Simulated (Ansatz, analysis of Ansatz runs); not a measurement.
**Li2CdCl4 (Imma), nudged elastic band: V_Li hop (4.4 Å) (q = −1)**

Aim: the barrier of one jump in Li2CdCl4 (Imma) at charge −1: V_Li hop (4.4 Å). The model is a cell of 56 host atoms with 1 Li taken out; Li is the atom that moves.

Method: plane-wave PAW DFT, HSE06; nudged elastic band between two relaxed defect structures at fixed charge in a uniform background, in Ansatz 0.2.0.

Report form: the programs' logs are mostly left out.

**1. The structure**

The cell holds 55 atoms: 15 Li, 8 Cd and 32 Cl. Its edges and angles: a = 12.949 Å, b = 12.809 Å, c = 10.609 Å, α = 66.4°, β = 65.0°, γ = 48.6°. It derives from Li2CdCl4 (space group Imma). Nearest the centre at fractional (0.624, 0.624, 0.126): Li15 at 2.18 Å, Cl37 at 2.63 Å, Cl43 at 2.68 Å, Cl47 at 2.76 Å, Cl54 at 2.76 Å, Cl26 at 2.76 Å, Cl33 at 2.76 Å, Cd23 at 3.71 Å. The cell carries charge −1.

The cell's shortest repeat is 10.6 Å.

**2. Relaxation of the start point, charge −1**

A barrier is counted from a minimum, so both ends are relaxed first. Small random displacements break the symmetry of the ideal sites, so that the defect can distort if it gains by it. The charge of −1 is set by the electron count, and a uniform background keeps the cell neutral.

Input file qm1.start/input.yaml:

```yaml
crystal:
  lattice:
    - [0.0, 7.62069283, 10.46883193]
    - [7.38022985, 0.0, 10.46883193]
    - [7.38022985, 7.62069283, 0.0]
  atoms:
    - { symbol: Li, position: [0.1960546, 0.4460546, 0.0539454] }
    - { symbol: Li, position: [0.6960546, 0.9460546, 0.5539454] }
    - { symbol: Li, position: [0.9460546, 0.1960546, 0.8039454] }
    - { symbol: Li, position: [0.125, 0.625, 0.625] }
    - { symbol: Li, position: [0.375, 0.875, 0.875] }
    - { symbol: Li, position: [0.625, 0.125, 0.125] }
    - { symbol: Li, position: [0.875, 0.375, 0.375] }
    - { symbol: Li, position: [0.125, 0.125, 0.125] }
[... 43 atom lines left out ...]
    - { symbol: Cl, position: [0.11301885, 0.13182163, 0.36817837] }
    - { symbol: Cl, position: [0.36301885, 0.38182163, 0.61817837] }
    - { symbol: Cl, position: [0.61301885, 0.63182163, 0.86817837] }
    - { symbol: Cl, position: [0.86301885, 0.88182163, 0.11817837] }
total_charge: -1
basis:
  ecutwfc: 420
  xc_grid: 2
hamiltonian:
  xc: hse06
kpoints:
  mp_grid: { grid: [1, 1, 1], shift: [0.25, 0.25, 0.25] }
scf:
  occupations: { method: fixed }
  max_iter: 120
output:
  forces: true
relax:
  f_tol: 0.02
  max_steps: 70
  random_displacement: { amplitude: 0.03, seed: 4935 }
```

Command:

```sh
$ ansatz run input.yaml --threads 32 --pin off --max-ram 84787MiB --backend cuda --events-out ev --progress --plain --runs-dir out --max-vram 78GiB
```

Run time: 24 s. Hardware: 1 × NVIDIA GB200 with 32 threads of Arm Neoverse V2, shared host; peak memory 2.4 GiB.

Relaxation path:

```tsv
step	energy less that of the first step (eV)	largest force component (eV/Å)
1	0.0000	0.8280
2	-0.3008	0.2186
3	-0.3447	0.0541
4	-0.3514	0.0262
5	-0.3538	0.0123
```

The atoms that moved most (Å, from the sites as typed, ahead of the random displacement, the mean shift of all atoms taken out):

```tsv
atom	dx	dy	dz	length
Cl33	-0.001	-0.102	0.007	0.102
Cl26	0.001	0.097	0.005	0.097
Li9	-0.003	0.001	0.083	0.083
Cd19	0.001	0.004	-0.073	0.073
Li4	0.013	-0.002	0.071	0.072
Cd22	-0.007	0.000	-0.072	0.072
Cl24	0.001	-0.065	0.004	0.065
Cl35	0.000	0.061	0.002	0.061
```

Neighbours of Li15 at the end:

```tsv
atom	distance (Å)
Cl54	2.351
Cl47	2.353
Cl43	2.386
Cl48	2.437
Cd23	4.170
Cd18	4.174
Cl37	4.192
Cl30	4.241
```

Numbers from this step:

- free energy: -103782.8864 eV
- r.m.s. move of the farther half of the atoms: 0.04036 Å
- largest move from the ideal geometry of this structure, a common shift of the far atoms taken out: 0.1028 Å

The relaxation gained 0.354 eV and ended with a largest force component of 0.012 eV/Å.

**3. Relaxation of the end point, charge −1**

The end point is relaxed in the same cell and settings, so that the two energies compare. Atoms more than 3.2 Å from the middle of the hop start where the first relaxation left them, the nearer ones on or close to their ideal places, with small random displacements.

Input file qm1.end/input.yaml:

```yaml
crystal:
  lattice:
    - [0.0, 7.62069283, 10.46883193]
    - [7.38022985, 0.0, 10.46883193]
    - [7.38022985, 7.62069283, 0.0]
  atoms:
    - { symbol: Li, position: [0.19605955, 0.44490993, 0.0540424] }
    - { symbol: Li, position: [0.69601179, 0.9456061, 0.55353879] }
[... 4 atom lines left out ...]
    - { symbol: Li, position: [0.87001706, 0.37968823, 0.37702399] }
[... 7 atom lines left out ...]
    - { symbol: Li, position: [0.443876, 0.693876, 1.306124] }
[... 2 atom lines left out ...]
    - { symbol: Cd, position: [0.49866431, 0.50148248, 0.00517473] }
    - { symbol: Cd, position: [0.74651177, 0.74610463, 0.25400373] }
[... 2 atom lines left out ...]
    - { symbol: Cd, position: [0.49685986, -0.00414162, 0.00304183] }
    - { symbol: Cd, position: [0.74537922, 0.25555139, 0.25055332] }
[... 2 atom lines left out ...]
    - { symbol: Cl, position: [0.63698115, 0.61817837, 0.38182163] }
[... 6 atom lines left out ...]
    - { symbol: Cl, position: [0.36817837, 0.88698115, 0.11301885] }
[... 3 atom lines left out ...]
    - { symbol: Cl, position: [0.49965379, 0.4965624, 0.25034621] }
[... 5 atom lines left out ...]
    - { symbol: Cl, position: [0.75034621, 0.7534376, 0.99965379] }
[... 3 atom lines left out ...]
    - { symbol: Cl, position: [0.88182163, 0.36301885, 0.13698115] }
[... 6 atom lines left out ...]
    - { symbol: Cl, position: [0.61301885, 0.63182163, 0.86817837] }
    - { symbol: Cl, position: [0.86188234, 0.87873609, 0.12177302] }
total_charge: -1
basis:
  ecutwfc: 420
  xc_grid: 2
hamiltonian:
  xc: hse06
kpoints:
  mp_grid: { grid: [1, 1, 1], shift: [0.25, 0.25, 0.25] }
scf:
  occupations: { method: fixed }
  max_iter: 120
output:
  forces: true
relax:
  f_tol: 0.02
  max_steps: 70
  random_displacement: { amplitude: 0.01, seed: 4935 }
```

Wall time 24 s (1 × NVIDIA GB200 with 32 threads); peak memory 2.5 GiB.

The steps of the relaxation:

```tsv
step	energy less that of the first step (eV)	largest force component (eV/Å)
1	0.0000	0.6062
2	-0.4176	0.2472
3	-0.4663	0.0498
4	-0.4723	0.0238
5	-0.4744	0.0062
```

The atoms that moved most (Å, from the sites as typed, ahead of the random displacement):

```tsv
atom	dx	dy	dz	length
Li4	-0.021	0.003	-0.148	0.150
Li10	0.095	0.055	-0.003	0.110
Li8	0.091	-0.060	-0.011	0.110
Li7	-0.099	-0.002	0.000	0.099
Cl47	0.001	0.097	-0.012	0.098
Cl54	0.000	-0.096	-0.014	0.097
Li5	-0.094	0.007	0.000	0.094
Cd19	-0.046	-0.033	0.063	0.084
```

Neighbours of Li15 at the end:

```tsv
atom	distance (Å)
Cl33	2.351
Cl26	2.351
Cl37	2.388
Cl28	2.436
Cd22	4.169
Cd19	4.172
Cl43	4.190
Cl50	4.236
```

Numbers from this step:

```
free energy                                                                                       : -103782.8869 eV
r.m.s. move of the farther half of the atoms                                                      : 0.03863 Å
largest move from the ideal geometry of this structure, a common shift of the far atoms taken out : 0.09754 Å
```

The relaxation gained 0.474 eV and ended with a largest force component of 0.0061 eV/Å. The end lies within 1 meV of the start.

**4. Nudged elastic band, charge −1**

3 movable images are laid between the ends on a pair-potential path, which keeps atoms from colliding in the first guess. Each image feels the true force across the path and a spring force along it. The highest image is set to climb to the top of the path.

This step: plane-wave PAW DFT, HSE06; nudged elastic band between two relaxed defect structures at fixed charge in a uniform background.

Input file qm1.neb/input.yaml:

```yaml
crystal:
  lattice:
    - [0.0, 7.62069283, 10.46883193]
    - [7.38022985, 0.0, 10.46883193]
    - [7.38022985, 7.62069283, 0.0]
  atoms:
    - { symbol: Li, position: [0.19638071, 0.44513139, 0.05416668] }
    - { symbol: Li, position: [0.69633294, 0.94582756, 0.55366306] }
    - { symbol: Li, position: [0.94419774, 0.1938511, 0.80613542] }
    - { symbol: Li, position: [0.12748308, 0.62941052, 0.62260562] }
    - { symbol: Li, position: [0.37326975, 0.87684323, 0.87945979] }
    - { symbol: Li, position: [0.62455166, 0.12328918, 0.12718669] }
    - { symbol: Li, position: [0.87033822, 0.37990969, 0.37714827] }
    - { symbol: Li, position: [0.13052694, 0.12054381, 0.12393706] }
    - { symbol: Li, position: [0.37929635, 0.37869932, 0.37115768] }
    - { symbol: Li, position: [0.62653189, 0.62333853, 0.62042005] }
    - { symbol: Li, position: [0.87367302, 0.87449948, 0.87697709] }
    - { symbol: Li, position: [0.0547994, 0.80567971, 0.19429554] }
    - { symbol: Li, position: [0.30569019, 0.05146259, 0.44472359] }
    - { symbol: Li, position: [0.55650659, 0.30346341, 0.69545651] }
    - { symbol: Li, position: [0.80167166, 0.55543216, 0.94824081] }
    - { symbol: Cd, position: [0.00579205, -0.00502777, 0.49875496] }
    - { symbol: Cd, position: [0.25040682, 0.25118448, 0.7486812] }
    - { symbol: Cd, position: [0.49898547, 0.50170394, 0.005299] }
    - { symbol: Cd, position: [0.74683292, 0.74632609, 0.25412801] }
    - { symbol: Cd, position: [0.00172122, 0.49989824, 0.50013736] }
    - { symbol: Cd, position: [0.2521037, 0.74832756, 0.74463596] }
    - { symbol: Cd, position: [0.49718102, -0.00392016, 0.00316611] }
    - { symbol: Cd, position: [0.74570038, 0.25577284, 0.25067759] }
    - { symbol: Cl, position: [0.13298086, 0.12265472, 0.87774031] }
    - { symbol: Cl, position: [0.38552398, 0.36726997, 0.13157289] }
    - { symbol: Cl, position: [0.64366748, 0.61208801, 0.38829171] }
    - { symbol: Cl, position: [0.88369399, 0.86906131, 0.6335286] }
    - { symbol: Cl, position: [0.24438789, 0.74970528, 0.50612193] }
    - { symbol: Cl, position: [0.49739324, 1.00169567, 0.74871798] }
    - { symbol: Cl, position: [0.74730654, 0.24646258, 0.00319627] }
    - { symbol: Cl, position: [1.00159842, 0.49742546, 0.25339945] }
    - { symbol: Cl, position: [0.11660661, 0.63595901, 0.86679909] }
    - { symbol: Cl, position: [0.36203065, 0.89393622, 0.10616623] }
    - { symbol: Cl, position: [0.61874467, 0.13438709, 0.36448105] }
    - { symbol: Cl, position: [0.87237102, 0.38309145, 0.61722075] }
    - { symbol: Cl, position: [0.24756581, 0.25126019, -0.00174707] }
    - { symbol: Cl, position: [0.50010593, 0.49439066, 0.25015509] }
    - { symbol: Cl, position: [0.75185145, 0.74703398, 0.50280152] }
    - { symbol: Cl, position: [0.99675958, 0.99711931, 0.75351683] }
    - { symbol: Cl, position: [-0.00291463, 0.00553027, 0.24864597] }
    - { symbol: Cl, position: [0.25276606, 0.25287768, 0.49787541] }
    - { symbol: Cl, position: [0.50215463, 0.50031573, 0.75348835] }
    - { symbol: Cl, position: [0.75205171, 0.7519705, 0.99891849] }
    - { symbol: Cl, position: [0.13260277, 0.61546436, 0.38502784] }
    - { symbol: Cl, position: [0.38164633, 0.8649987, 0.63734985] }
    - { symbol: Cl, position: [0.62861025, 0.11246221, 0.88820919] }
    - { symbol: Cl, position: [0.88394545, 0.36326191, 0.13527003] }
    - { symbol: Cl, position: [0.00306428, 0.50271202, 0.74691547] }
    - { symbol: Cl, position: [0.25065898, 0.7521856, 0.99431619] }
    - { symbol: Cl, position: [0.50235649, 0.00166365, 0.24778921] }
    - { symbol: Cl, position: [0.7557238, 0.24717638, 0.49927646] }
    - { symbol: Cl, position: [0.1130635, 0.13378061, 0.3685384] }
    - { symbol: Cl, position: [0.36515063, 0.38284709, 0.61791472] }
    - { symbol: Cl, position: [0.61487209, 0.63177031, 0.86653546] }
    - { symbol: Cl, position: [0.86220349, 0.87895755, 0.1218973] }
total_charge: -1
basis:
  ecutwfc: 420
  xc_grid: 2
hamiltonian:
  xc: hse06
kpoints:
  mp_grid: { grid: [1, 1, 1], shift: [0.25, 0.25, 0.25] }
scf:
  occupations: { method: fixed }
  max_iter: 120
output:
  forces: true
neb:
  images: 3
  f_tol: 0.06
  climbing: true
  initial_path: idpp
  max_iterations: 45
  order_check: false
  final_atoms:
    - { symbol: Li, position: [0.19650065, 0.44471203, 0.05573335] }
    - { symbol: Li, position: [0.69456872, 0.9466234, 0.55391266] }
[... 2 atom lines left out ...]
    - { symbol: Li, position: [0.38061542, 0.87037674, 0.87311085] }
[... 9 atom lines left out ...]
    - { symbol: Li, position: [0.44864483, 0.69552648, 1.30162331] }
[... 2 atom lines left out ...]
    - { symbol: Cd, position: [0.50341078, 0.50411099, -0.00335529] }
    - { symbol: Cd, position: [0.75124772, 0.74874499, 0.24543934] }
[... 2 atom lines left out ...]
    - { symbol: Cd, position: [0.50527779, -0.00532398, -0.00082899] }
    - { symbol: Cd, position: [0.75390783, 0.25368651, 0.24670365] }
[... 2 atom lines left out ...]
    - { symbol: Cl, position: [0.63548408, 0.61861001, 0.3838118] }
[... 6 atom lines left out ...]
    - { symbol: Cl, position: [0.36660878, 0.88749434, 0.11473271] }
[... 3 atom lines left out ...]
    - { symbol: Cl, position: [0.49867584, 0.49830622, 0.25158957] }
[... 5 atom lines left out ...]
    - { symbol: Cl, position: [0.75058393, 0.75596982, 1.00030943] }
[... 3 atom lines left out ...]
    - { symbol: Cl, position: [0.88832586, 0.35672647, 0.14366432] }
[... 6 atom lines left out ...]
    - { symbol: Cl, position: [0.60684663, 0.63807645, 0.86216438] }
    - { symbol: Cl, position: [0.86462572, 0.88337513, 0.11906367] }
```

Run time: 45 s. Hardware: 1 × NVIDIA GB200 with 32 threads; peak memory 3.4 GiB; 3.2 min of CPU time.

The path, image by image:

```tsv
image	path (Å)	energy (eV)	Li15: x, y, z (Å)
0	0.000	0.0000	11.097, 13.336, 14.207
1	1.110	0.1030	11.999, 13.341, 13.587
2	2.219	0.0400	12.953, 13.318, 13.089
3	3.328	0.1040	13.891, 13.338, 12.564
4	4.372	-0.0010	14.739, 13.338, 11.978
```

Numbers from this step:

* free energy: -103782.7817 eV
* barrier forward: 0.1047 eV
* barrier backward: 0.1053 eV
* end less start: -5.43e-4 eV
* hop length: 4.270 Å

Track of the atom that was set to move:

```tsv
image	x (Å)	y (Å)	z (Å)	nearest neighbour	distance (Å)
0	11.1	13.34	14.21	Cl	2.351
1	12	13.34	13.59	Cl	2.326
2	12.95	13.32	13.09	Cl	2.566
3	13.89	13.34	12.56	Cl	2.317
4	14.74	13.34	11.98	Cl	2.351
```

The band met its tolerance of 0.06 eV/Å after 4 iterations, with image 3 on top (the start counts as 0). Li15, which moves farthest between the ends, has 4 Cl at 2.35 to 2.44 Å nearest at the start and 3 Cl at 2.32 to 2.34 Å at the top. The path has 2 maxima, and only the highest was climbed; it lies 0.06 eV above the dip at image 2. In at least one step between neighbouring images a covalent bond changes partner or an atom goes far. The images sample such a step coarsely, so the top may lie higher.

(Continued in part 2 of 2.)

[Logs are printed without paths, hosts, clocks, repeated set-up lines and the standing remarks that a program may print on its own settings, such as how far it seeks lower states.]

[Hosts, paths, dates, database ids (printed as entryN), source tags and the programs' standing remarks are cut or masked in the printed files.]
